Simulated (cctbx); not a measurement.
## What is wrong with this refinement?

Cell a = 5.8310 Å, b = 6.0240 Å, c = 10.0460 Å, α = 90.00°, β = 122.74°, γ = 90.00°; space group P2_1/c (no. 14).

Simulated single-crystal data (cctbx): Mo Kα, λ = 0.71073 Å, to d = 0.77 Å, 70 % of the full sphere, strongest reflection 40000 counts, noise from counting, a 2 % proportional error and a noise floor of 15 counts (s.d.); no absorption.

An anisotropic refinement with weights 1/σ² prints:

```text
Rint 0.016, 667 unique reflections to 0.77 A
cycle     R1     wR2    GooF  max shift (A)
   1  0.1266  0.2416  12.006   0.01133
   2  0.1040  0.2109  10.480   0.00005
final R1 0.1040 wR2 0.2109 GooF 10.480  parameters 42  data/parameter 15.9
atom        x        y        z      Ueq    occ   su(xyz)  su(Uiso or U11)
Gd1    0.00000  0.00000  0.50000   0.0089  1.000  0.00000  0.0007
Na1    0.28891  0.41527  0.76387   0.0113  1.000  0.00169  0.0038
F1     0.89324  0.93514  0.25056   0.0187  1.000  0.00273  0.0067
F2     0.39686  0.18771  0.56847   0.0201  1.000  0.00289  0.0070
F3     0.24899  0.82057  0.07905   0.0135  1.000  0.00234  0.0050
difference map: max 31.66 min -1.46 rms 1.07
Q1    0.5000  0.0000  0.0000    2   31.66  2.20 A from F2
Q2    0.0000  0.0000  0.5000    2   11.16  0.00 A from Gd1
Q3    0.2433  0.0900  0.2536    4    1.95  0.23 A from Na1
Q4    0.1643  0.0164  0.7615    4    1.25  0.41 A from F1
Q5    0.4886  0.1364  0.6404    4    0.85  0.70 A from F2
Q6    0.3092  0.6137  0.6005    4    0.77  0.49 A from F3
```

Q: Accept it or mend it, and why?

Mend it. The fault: an atom left out, Na at (1/2, 1/2, 1/2). Against the right model at the same level, R1 goes from 0.0090 to 0.1040 and GooF from 0.94 to 10.48 and the top difference peak, 31.7 e/Å³, lies 2.20 Å from F2. Q1 is the missing atom. With scattering power missing, scale and phases suffer, so peaks may also grow on the heavy atoms.

The compound is Na3GdF6. The right model at the same level gives:

```text
Rint 0.016, 667 unique reflections to 0.77 A
cycle     R1     wR2    GooF  max shift (A)
   1  0.0458  0.1074   5.365   0.01259
   2  0.0090  0.0187   0.935   0.00001
final R1 0.0090 wR2 0.0187 GooF 0.935  parameters 48  data/parameter 13.9
atom        x        y        z      Ueq    occ   su(xyz)  su(Uiso or U11)
Gd1    0.00000  0.00000  0.50000   0.0112  1.000  0.00000  0.0001
Na1    0.28704  0.41527  0.76373   0.0139  1.000  0.00014  0.0003
Na2    0.50000  0.50000  0.50000   0.0217  1.000  0.00000  0.0005
F1     0.89160  0.93594  0.25033   0.0225  1.000  0.00024  0.0006
F2     0.39801  0.18712  0.56889   0.0252  1.000  0.00026  0.0006
F3     0.24933  0.82049  0.07893   0.0188  1.000  0.00021  0.0005
difference map: max 0.42 min -0.39 rms 0.10
Q1    0.5059  0.1235  0.6499    4    0.42  0.81 A from F2
Q2    0.3067  0.2228  0.4596    4    0.35  0.95 A from F2
Q3    0.0392  0.6667  0.9836    4    0.34  1.06 A from Gd1
Q4    0.2472  0.1697  0.0223    4    0.33  1.14 A from F2
Q5    0.1801  0.1205  0.1969    4    0.32  0.66 A from Na1
Q6    0.3240  0.1729  0.1492    4    0.31  1.39 A from Na1
```

This is a model crystal, built by substitution and not relaxed, with assumed displacement parameters.

[Middle refinement cycles are left out of these outputs.]

[Logs are printed without paths, hosts, clocks, repeated set-up lines and the standing remarks that a program may print on its own settings, such as how far it seeks lower states.]
